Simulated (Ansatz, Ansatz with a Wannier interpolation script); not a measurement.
Planning a run of Ansatz 0.2.0 on La2O3 (P-3m1). The input:

```yaml
crystal:
  lattice:
    - [3.930777878, 0.0, 0.0]
    - [-1.965388939, 3.404153499, 0.0]
    - [0.0, 0.0, 6.11195352]
  atoms:
    - { symbol: La, position: [0.66666667, 0.33333333, 0.75376432] }
    - { symbol: La, position: [0.33333333, 0.66666667, 0.24623568] }
    - { symbol: O, position: [0.66666667, 0.33333333, 0.35410935] }
    - { symbol: O, position: [0.33333333, 0.66666667, 0.64589065] }
    - { symbol: O, position: [0.0, 0.0, 0.0] }
kpoints:
  mp_grid: { grid: [6, 6, 4] }
hamiltonian:
  xc: lda
scf:
  occupations: { method: fixed }
gw:
  n_empty_bands: 142
  ecut_chi: 84
  qp_bands: [v9, c11]
  screening: { model: godby_needs }
```

```sh
ansatz run input.yaml --threads 4 --pin off --max-ram 18432MiB --backend cpu --events-out ev --progress --plain --runs-dir out
```

Q: How long will it take on 4 threads of Arm Neoverse V1, shared host, and how much memory?

It took 7.1 min; on shared hardware allow 3.6 min to 14 min. Peak host memory was 0.93 GiB. The sizes that set the cost: 1641 plane waves a state, 24 irreducible k points, 162 bands summed, 135 plane waves in the screening and 8 SCF cycles.

The screening grows as filled bands × empty bands × pairs of k points, times the square of the screening basis for the matrix.

[Paths, hosts, dates, memory and timing lines, banners, echoed tables and standing remarks are left out of the program output.]

[Logs are printed without paths, hosts, clocks, repeated set-up lines and the standing remarks that a program may print on its own settings, such as how far it seeks lower states.]

[Runs of the session that timed out or met a known fault of the program may be left out.]

[Hosts, paths, dates, database ids (printed as entryN), source tags and the programs' standing remarks are cut or masked in the printed files.]
